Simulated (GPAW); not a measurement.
## Work function of VGe2P4 monolayer at several levels

Wanted: work functions and dipole of VGe2P4 monolayer, with the cost of each level.

Program: GPAW 26.7.0. Level of theory: GPAW, PAW setups; layer in a repeated cell with vacuum, relaxation of atoms and in-plane cell, in the first sound run; inputs show where later runs differ. Results are calculated unless marked as measured.

### 1. The structure

The cell holds 7 atoms: 4 P, 2 Ge and 1 V. Cell: a = 3.580 Å, b = 3.580 Å, c = 24.451 Å, α = 90.0°, β = 90.0°, γ = 120.0°. Vacuum lies along c.

As a file:

```cif
data_structure
_symmetry_space_group_name_H-M 'P 1'
_symmetry_Int_Tables_number 1
_cell_length_a 3.5800
_cell_length_b 3.5800
_cell_length_c 24.4513
_cell_angle_alpha 90.000
_cell_angle_beta 90.000
_cell_angle_gamma 120.000
_cell_volume 271.39
loop_
_atom_site_label
_atom_site_type_symbol
_atom_site_fract_x
_atom_site_fract_y
_atom_site_fract_z
_atom_site_occupancy
P1 P 0.00000 0.00000 0.32718 1
Ge2 Ge 0.33333 0.66667 0.35800 1
P3 P 0.33333 0.66667 0.44797 1
V4 V 0.00000 0.00000 0.50000 1
P5 P 0.33333 0.66667 0.55203 1
Ge6 Ge 0.33333 0.66667 0.64200 1
P7 P 0.00000 0.00000 0.67282 1
```

### 2. Relaxing the atoms

Forces are removed first; all later runs use this geometry.

Input file run.py:

```python
import json
import numpy as np
from ase import Atoms
from ase.filters import FrechetCellFilter
from ase.optimize import BFGS
from gpaw import GPAW, PW

slab = Atoms(
    ['P', 'Ge', 'P', 'V', 'P', 'Ge', 'P'],
    positions=[
        [0.00000, 0.00000, 8.00000],
        [-0.00000, 2.06691, 8.75357],
        [-0.00000, 2.06691, 10.95357],
        [0.00000, 0.00000, 12.22565],
        [-0.00000, 2.06691, 13.49774],
        [-0.00000, 2.06691, 15.69774],
        [0.00000, 0.00000, 16.45130]],
    cell=[[3.58, 0.0, 0.0], [-1.79, 3.10037, 0.0], [0.0, 0.0, 24.4513]],
    pbc=[True, True, True],
    magmoms=[0.0, 0.0, 0.0, 1.0, 0.0, 0.0, 0.0])

slab.calc = GPAW(mode=PW(600), xc='PBE', kpts={'size': (9, 9, 1), 'gamma': True},
                 occupations={'name': 'fermi-dirac', 'width': 0.05}, nbands='200%',
                 convergence={'density': 1e-05}, maxiter=200,
                 symmetry={'tolerance': 1e-3}, txt='slab.txt')
result = {}
# The in-plane cell is free; stress needs a cell that repeats along all three vectors
path = []
opt = BFGS(FrechetCellFilter(slab, mask=[1, 1, 0, 0, 0, 1]), maxstep=0.2)
opt.attach(lambda: path.append((slab.get_potential_energy(), slab.positions.tolist(), slab.get_forces().tolist())))
result['relaxed'] = bool(opt.run(fmax=0.02, steps=45))
result['path'] = path
result['cell'] = slab.cell.tolist()
print('in-plane lattice', slab.cell.cellpar().round(4)[[0, 1, 5]])
energy = slab.get_potential_energy()
fermi = slab.calc.get_fermi_level()
v = slab.calc.get_electrostatic_potential().mean((0, 1)) - fermi
n = slab.calc.get_pseudo_density().mean((0, 1))
L = slab.cell[2, 2]
z = np.arange(len(v)) * L / len(v)
low, high = slab.positions[:, 2].min(), slab.positions[:, 2].max()
below, above = np.interp([low - 5.8, high + 5.8], z, v)
slopes = [np.interp(x, z, np.gradient(v, z)) for x in (low - 5.8, high + 5.8)]
eps = np.array([[slab.calc.get_eigenvalues(k, s) for k in range(len(slab.calc.get_ibz_k_points()))]
                for s in range(slab.calc.get_number_of_spins())]) - fermi
top, bottom = eps[eps < 0].max(), eps[eps > 0].min()
dipole = slab.get_dipole_moment()[2]
print(f'energy {energy:.4f} eV, Fermi level {fermi:.4f} eV, dipole {dipole:.5f} e A')
print(f'potential 5.8 A off the faces, from the Fermi level: lower {below:.4f} eV, upper {above:.4f} eV')
print(f'slope of the potential there: lower {slopes[0]:.5f}, upper {slopes[1]:.5f} eV/A')
print(f'nearest levels on the mesh: {top:.4f} and {bottom:.4f} eV')
print('magnetic moment', round(slab.get_magnetic_moment(), 3))
result.update(energy=energy, fermi=fermi, dipole=dipole, below=below, above=above, slopes=slopes, edges=[top, bottom],
              z=z.tolist(), v=v.tolist(), n=n.tolist(), positions=slab.positions.tolist(),
              forces=slab.get_forces(apply_constraint=False).tolist(), moments=slab.get_magnetic_moments().tolist())
json.dump(result, open('result.json', 'w'))
```

Launch:

```console
$ OMP_NUM_THREADS=1 OPENBLAS_NUM_THREADS=1 python run.py
```

Log:

```text
Step          Energy          fmax
BFGS:    0      -38.387308        3.423849
BFGS:    1      -38.803923        2.866663
BFGS:    2      -39.500317        1.366078
BFGS:    3      -39.552888        1.051478
BFGS:    4      -39.792182        0.765797
BFGS:    5      -39.891904        0.573391
BFGS:    6      -39.937023        0.355922
BFGS:    7      -39.950186        0.356047
BFGS:    8      -39.962887        0.359808
BFGS:    9      -39.971604        0.318305
BFGS:   10      -39.980574        0.316274
BFGS:   11      -39.991370        0.306998
BFGS:   12      -39.998549        0.159353
BFGS:   13      -40.000568        0.036100
BFGS:   14      -40.000816        0.003800
in-plane lattice [  3.5685   3.5685 120.    ]
energy -39.9964 eV, Fermi level 0.2905 eV, dipole 0.00168 e A
potential 5.8 A off the faces, from the Fermi level: lower 5.4324 eV, upper 5.4321 eV
slope of the potential there: lower 0.00001, upper 0.00015 eV/A
nearest levels on the mesh: -0.0721 and 0.0535 eV
magnetic moment 0.852
```

Elapsed: 75 min, on 1 thread of Arm Neoverse V1, shared host; peak memory 0.71 GiB.

This step gave:

```yaml
dipole_along_the_normal: 0.001675 e·Å
levels_nearest_the_fermi_level_on_the_mesh: -0.07212, 0.05345 eV from the Fermi level
site_moments: 0.001475, 0.005599, -0.03492, 0.7607, -0.03492, 0.005599, 0.001475 μB
sum_of_the_site_moments: 0.7050 μB
```

The electrostatic potential energy of an electron (without an applied field's), less the Fermi level, planar mean oscillates, so the rows of the table below give means over windows of 1.75 Å about each position, cut where the curve ends. Its maxima inside the range that stand out by 2 % of the span (Å: eV): 7.9: -9.80, 9.8: 2.18, 11.5: -5.65, 12.9: -5.65, 14.7: 2.18, 16.5: -9.80. Its minima: 7.5: -13.4, 8.5: -14.4, 10.9: -11.9, 12.2: -11.4, 13.5: -11.9, 16.0: -14.4, 16.9: -13.4.

The electrostatic potential energy of an electron (without an applied field's), less the Fermi level, planar mean by z; means over each step:

| z (Å) | electrostatic potential energy of an electron (without an applied field's), less the Fermi level, planar mean (eV) |
| --- | --- |
| 0.88 | 5.43 |
| 2.62 | 5.43 |
| 4.38 | 5.42 |
| 6.12 | 3.25 |
| 7.88 | -11.5 |
| 9.62 | -1.50 |
| 11.38 | -8.73 |
| 13.12 | -8.55 |
| 14.88 | -1.71 |
| 16.62 | -11.3 |
| 18.38 | 3.51 |
| 20.12 | 5.42 |
| 21.88 | 5.43 |
| 23.62 | 5.43 |

The pseudo valence density, planar mean oscillates, so the rows of the table below give means over windows of 1 Å about each position, cut where the curve ends. Its maxima inside the range that stand out by 2 % of the span (Å: e/Å³): 8.0: 0.442, 9.1: 0.227, 12.2: 1.40, 15.4: 0.227, 16.4: 0.442. Its minima: 8.6: 0.0669, 9.6: 0.129, 14.8: 0.129, 15.9: 0.0669.

Pseudo valence density, planar mean against z; means over each step:

| z (Å) | pseudo valence density, planar mean (e/Å³) |
| --- | --- |
| 4 | 1.3e-4 |
| 5 | 0.00243 |
| 6 | 0.0411 |
| 7 | 0.227 |
| 8 | 0.339 |
| 9 | 0.168 |
| 10 | 0.170 |
| 11 | 0.308 |
| 12 | 0.928 |
| 13 | 0.467 |
| 14 | 0.228 |
| 15 | 0.164 |
| 16 | 0.234 |
| 17 | 0.318 |
| 18 | 0.114 |
| 19 | 0.00880 |
| 20 | 4.9e-4 |
| 21 | 2.7e-5 |

Site moment by atom:

| atom | site moment (μB) |
| --- | --- |
| P1 | 0.001 |
| Ge2 | 0.006 |
| P3 | -0.035 |
| V4 | 0.761 |
| P5 | -0.035 |
| Ge6 | 0.006 |
| P7 | 0.001 |

The relaxation lowered the energy of the cell by 1.62 eV (energies extrapolated to zero smearing; the optimiser's log prints free energies). The largest force left on a free atom is 0.0038 eV/Å.

### 3. The slab's potential

The work function is the vacuum plateau of the electrostatic potential less the Fermi level; a dipole layer lets the two faces have plateaus of their own.

This step: GPAW, PAW setups; slab in vacuum (GPAW 26.7.0).

The cell differs from the one that the last finished run ended in (c 24.451 → 25.564 Å).

Input file run.py:

```python
import json
import numpy as np
from ase import Atoms
from gpaw import GPAW, PW

slab = Atoms(
    ['P', 'Ge', 'P', 'V', 'P', 'Ge', 'P'],
    positions=[
        [-0.00000, -0.00000, 8.00000],
        [-0.00000, 2.06028, 9.09746],
        [-0.00000, 2.06028, 11.46176],
        [0.00000, 0.00000, 12.78174],
        [-0.00000, 2.06028, 14.10173],
        [-0.00000, 2.06028, 16.46603],
        [-0.00000, 0.00000, 17.56349]],
    cell=[[3.56851, 0.0, 0.0], [-1.78425, 3.09042, 0.0], [0.0, 0.0, 25.5635]],
    pbc=[True, True, False],
    magmoms=[0.0, 0.0, 0.0, 1.0, 0.0, 0.0, 0.0])

slab.calc = GPAW(mode=PW(400), xc='PBE', kpts={'size': (9, 9, 1), 'gamma': True},
                 occupations={'name': 'fermi-dirac', 'width': 0.05}, nbands='200%',
                 convergence={'density': 1e-05}, maxiter=200,
                 poissonsolver={'dipolelayer': 'xy'},
                 symmetry={'tolerance': 1e-3}, txt='slab.txt')
result = {}
energy = slab.get_potential_energy()
fermi = slab.calc.get_fermi_level()
v = slab.calc.get_electrostatic_potential().mean((0, 1)) - fermi
n = slab.calc.get_pseudo_density().mean((0, 1))
L = slab.cell[2, 2]
z = np.arange(len(v)) * L / len(v)
low, high = slab.positions[:, 2].min(), slab.positions[:, 2].max()
below, above = np.interp([low - 5.8, high + 5.8], z, v)
slopes = [np.interp(x, z, np.gradient(v, z)) for x in (low - 5.8, high + 5.8)]
eps = np.array([[slab.calc.get_eigenvalues(k, s) for k in range(len(slab.calc.get_ibz_k_points()))]
                for s in range(slab.calc.get_number_of_spins())]) - fermi
top, bottom = eps[eps < 0].max(), eps[eps > 0].min()
dipole = slab.get_dipole_moment()[2]
print(f'energy {energy:.4f} eV, Fermi level {fermi:.4f} eV, dipole {dipole:.5f} e A')
print(f'potential 5.8 A off the faces, from the Fermi level: lower {below:.4f} eV, upper {above:.4f} eV')
print(f'slope of the potential there: lower {slopes[0]:.5f}, upper {slopes[1]:.5f} eV/A')
print(f'nearest levels on the mesh: {top:.4f} and {bottom:.4f} eV')
print('magnetic moment', round(slab.get_magnetic_moment(), 3))
result.update(energy=energy, fermi=fermi, dipole=dipole, below=below, above=above, slopes=slopes, edges=[top, bottom],
              z=z.tolist(), v=v.tolist(), n=n.tolist(), positions=slab.positions.tolist(),
              forces=slab.get_forces(apply_constraint=False).tolist(), moments=slab.get_magnetic_moments().tolist())
json.dump(result, open('result.json', 'w'))
```

Log:

```text
energy -39.9687 eV, Fermi level 0.0419 eV, dipole 0.00142 e A
potential 5.8 A off the faces, from the Fermi level: lower 5.4304 eV, upper 5.4340 eV
slope of the potential there: lower -0.00011, upper 0.00011 eV/A
nearest levels on the mesh: -0.0729 and 0.0542 eV
magnetic moment 0.851
```

It took 3.7 min on 1 thread; peak memory 0.32 GiB.

This step gave:

- dipole along the normal: 0.001416 e·Å
- levels nearest the Fermi level on the mesh: -0.07292, 0.05424 eV from the Fermi level
- upper work function: 5.434 eV
- lower work function: 5.430 eV
- site moments: 0.001476, 0.005596, -0.03486, 0.7592, -0.03486, 0.005596, 0.001476 μB
- sum of the site moments: 0.7036 μB

The electrostatic potential energy of an electron (without an applied field's), less the Fermi level, planar mean oscillates, so the rows of the table below give means over windows of 1.81 Å about each position, cut where the curve ends. Its maxima inside the range that stand out by 2 % of the span (Å: eV): 8.5: -9.78, 10.3: 2.18, 12.1: -5.67, 13.4: -5.67, 15.2: 2.18, 17.0: -9.78. Its minima: 8.1: -13.3, 9.1: -14.4, 11.5: -11.9, 12.8: -11.5, 14.1: -11.9, 16.5: -14.4, 17.5: -13.3.

Table of electrostatic potential energy of an electron (without an applied field's), less the Fermi level, planar mean by z; means over each step:

z (Å), electrostatic potential energy of an electron (without an applied field's), less the Fermi level, planar mean (eV) and a bar from the least value:
```
     0.91        5.4 ##############################
     2.71        5.4 ##############################
     4.52        5.4 ##############################
     6.33        4.5 ############################
     8.14       -9.5 ###
     9.95       -3.0 ###############
    11.76       -8.0 ######
    13.57       -8.9 ####
    15.38       -1.7 #################
    17.20      -11.1 
    19.00        3.8 ###########################
    20.81        5.4 ##############################
    22.62        5.4 ##############################
    24.43        5.4 ##############################
```

The pseudo valence density, planar mean oscillates, so the rows of the table below give means over windows of 1 Å about each position, cut where the curve ends. Its maxima inside the range that stand out by 2 % of the span (Å: e/Å³): 8.5: 0.444, 9.6: 0.235, 12.8: 1.40, 16.0: 0.235, 17.0: 0.444. Its minima: 9.2: 0.0685, 10.2: 0.128, 15.3: 0.128, 16.4: 0.0685.

Pseudo valence density, planar mean against z; means over each step:

| z (Å) | pseudo valence density, planar mean (e/Å³) |
| --- | --- |
| 4 | 2.7e-5 |
| 5 | 4.8e-4 |
| 6 | 0.00904 |
| 7 | 0.113 |
| 8 | 0.316 |
| 9 | 0.236 |
| 10 | 0.164 |
| 11 | 0.226 |
| 12 | 0.467 |
| 13 | 0.925 |
| 14 | 0.310 |
| 15 | 0.171 |
| 16 | 0.169 |
| 17 | 0.336 |
| 18 | 0.229 |
| 19 | 0.0423 |
| 20 | 0.00254 |
| 21 | 1.4e-4 |

The potential is flat to 1.1e-4 eV/Å where it is read, so the vacuum is wide enough.

### 4. Self-consistent run: xc = "vdW-DF2"

The same geometry under vdW-DF2, to see how far the functional moves the levels against the vacuum (the van der Waals functionals take revPBE setups).

run.py, as its differences from that of step 3:

```diff
@@ -19,3 +19,3 @@
 
-slab.calc = GPAW(mode=PW(400), xc='PBE', kpts={'size': (9, 9, 1), 'gamma': True},
+slab.calc = GPAW(mode=PW(400), xc='vdW-DF2', kpts={'size': (9, 9, 1), 'gamma': True},
                  occupations={'name': 'fermi-dirac', 'width': 0.05}, nbands='200%',
```

Log:

```text
energy -307.8752 eV, Fermi level -0.0711 eV, dipole 0.00141 e A
potential 5.8 A off the faces, from the Fermi level: lower 5.7168 eV, upper 5.7205 eV
slope of the potential there: lower -0.00023, upper 0.00023 eV/A
nearest levels on the mesh: -0.0290 and 0.0236 eV
magnetic moment 0.879
```

Run time: 3.5 min. Hardware: 1 thread; peak memory 0.53 GiB.

This step gave:

| Item | Value |
| --- | --- |
| dipole along the normal | 0.001412 e·Å |
| levels nearest the Fermi level on the mesh | -0.02899, 0.02364 eV from the Fermi level |
| upper work function | 5.720 eV |
| lower work function | 5.717 eV |
| site moments | 0.002890, 0.005855, -0.03154, 0.7726, -0.03154, 0.005855, 0.002890 μB |
| sum of the site moments | 0.7270 μB |

The electrostatic potential energy of an electron (without an applied field's), less the Fermi level, planar mean oscillates, so the rows of the table below give means over windows of 1.81 Å about each position, cut where the curve ends. Its maxima inside the range that stand out by 2 % of the span (Å: eV): 8.5: -9.76, 10.3: 1.95, 12.1: -5.75, 13.4: -5.75, 15.2: 1.95, 17.0: -9.76. Its minima: 8.1: -13.3, 9.1: -14.5, 11.5: -11.9, 12.8: -11.6, 14.1: -11.9, 16.5: -14.5, 17.5: -13.3.

Table of electrostatic potential energy of an electron (without an applied field's), less the Fermi level, planar mean by z; means over each step:

| z (Å) | electrostatic potential energy of an electron (without an applied field's), less the Fermi level, planar mean (eV) |
| --- | --- |
| 0.91 | 5.72 |
| 2.71 | 5.72 |
| 4.52 | 5.71 |
| 6.33 | 4.74 |
| 8.14 | -9.49 |
| 9.95 | -3.17 |
| 11.76 | -8.03 |
| 13.57 | -8.98 |
| 15.38 | -1.92 |
| 17.20 | -11.1 |
| 19.00 | 3.95 |
| 20.81 | 5.71 |
| 22.62 | 5.72 |
| 24.43 | 5.72 |

The pseudo valence density, planar mean oscillates, so the rows of the table below give means over windows of 1 Å about each position, cut where the curve ends. Its maxima inside the range that stand out by 2 % of the span (Å: e/Å³): 8.5: 0.447, 9.6: 0.235, 12.8: 1.39, 16.0: 0.235, 17.0: 0.447. Its minima: 9.2: 0.0685, 10.2: 0.125, 15.3: 0.125, 16.4: 0.0685.

The pseudo valence density, planar mean by z; means over each step:

| z (Å) | pseudo valence density, planar mean (e/Å³) |
| --- | --- |
| 4 | 4.3e-5 |
| 5 | 6.1e-4 |
| 6 | 0.00977 |
| 7 | 0.113 |
| 8 | 0.316 |
| 9 | 0.237 |
| 10 | 0.162 |
| 11 | 0.226 |
| 12 | 0.468 |
| 13 | 0.924 |
| 14 | 0.312 |
| 15 | 0.169 |
| 16 | 0.169 |
| 17 | 0.337 |
| 18 | 0.228 |
| 19 | 0.0428 |
| 20 | 0.00295 |
| 21 | 1.9e-4 |
| 22 | 1.6e-5 |

Force by atom:

| atom | x (eV/Å) | y (eV/Å) | z (eV/Å) | size |
| --- | --- | --- | --- | --- |
| P1 | 0.000 | 0.000 | -0.421 | 0.421 |
| Ge2 | 0.000 | 0.000 | -0.039 | 0.039 |
| P3 | 0.000 | 0.000 | -0.206 | 0.206 |
| V4 | 0.000 | 0.000 | 0.000 | 0.000 |
| P5 | 0.000 | 0.000 | 0.206 | 0.206 |
| Ge6 | 0.000 | 0.000 | 0.039 | 0.039 |
| P7 | 0.000 | 0.000 | 0.421 | 0.421 |

The upper face's work function is 5.720 eV, against 5.434 eV in the first plane-wave PBE run at this geometry.

### 5. Self-consistent run: xc = "revPBE"

The same geometry under revPBE, to see how far the functional moves the levels against the vacuum.

run.py, as its differences from that of step 4:

```diff
@@ -19,3 +19,3 @@
 
-slab.calc = GPAW(mode=PW(400), xc='vdW-DF2', kpts={'size': (9, 9, 1), 'gamma': True},
+slab.calc = GPAW(mode=PW(400), xc='revPBE', kpts={'size': (9, 9, 1), 'gamma': True},
                  occupations={'name': 'fermi-dirac', 'width': 0.05}, nbands='200%',
```

Log:

```text
energy -37.9131 eV, Fermi level 0.1296 eV, dipole 0.00141 e A
potential 5.8 A off the faces, from the Fermi level: lower 5.3411 eV, upper 5.3448 eV
slope of the potential there: lower -0.00011, upper 0.00011 eV/A
nearest levels on the mesh: -0.0364 and 0.0198 eV
magnetic moment 0.885
```

Wall time 3.7 min (1 thread); peak memory 0.32 GiB.

This step gave:

- dipole along the normal: 0.001411 e·Å
- levels nearest the Fermi level on the mesh: -0.03638, 0.01976 eV from the Fermi level
- upper work function: 5.345 eV
- lower work function: 5.341 eV
- site moments: 0.001573, 0.006075, -0.03925, 0.7970, -0.03925, 0.006075, 0.001573 μB
- sum of the site moments: 0.7338 μB

The upper face's work function is 5.345 eV, against 5.434 eV in the first plane-wave PBE run at this geometry.

### 6. OptPBE vdW: xc = "optPBE-vdW"

The same geometry under optPBE-vdW, to see how far the functional moves the levels against the vacuum (the van der Waals functionals take revPBE setups).

run.py, as its differences from that of step 5:

```diff
@@ -19,3 +19,3 @@
 
-slab.calc = GPAW(mode=PW(400), xc='revPBE', kpts={'size': (9, 9, 1), 'gamma': True},
+slab.calc = GPAW(mode=PW(400), xc='optPBE-vdW', kpts={'size': (9, 9, 1), 'gamma': True},
                  occupations={'name': 'fermi-dirac', 'width': 0.05}, nbands='200%',
```

Log:

```text
energy -92.1348 eV, Fermi level -0.0475 eV, dipole 0.00141 e A
potential 5.8 A off the faces, from the Fermi level: lower 5.6071 eV, upper 5.6107 eV
slope of the potential there: lower -0.00011, upper 0.00011 eV/A
nearest levels on the mesh: -0.0669 and 0.0571 eV
magnetic moment 0.848
```

Elapsed: 3.4 min, on 1 thread; peak memory 0.53 GiB.

This step gave:

```yaml
dipole_along_the_normal: 0.001412 e·Å
levels_nearest_the_fermi_level_on_the_mesh: -0.06687, 0.05705 eV from the Fermi level
upper_work_function: 5.611 eV
lower_work_function: 5.607 eV
site_moments: 0.001431, 0.005496, -0.03429, 0.7606, -0.03429, 0.005496, 0.001431 μB
sum_of_the_site_moments: 0.7059 μB
```

The upper face's work function is 5.611 eV, against 5.434 eV in the first plane-wave PBE run at this geometry.

[end of part 1 of 2]

[Logs are printed without paths, hosts, clocks, repeated set-up lines and the standing remarks that a program may print on its own settings, such as how far it seeks lower states.]

[Hosts, paths, dates, database ids (printed as entryN), source tags and the programs' standing remarks are cut or masked in the printed files.]
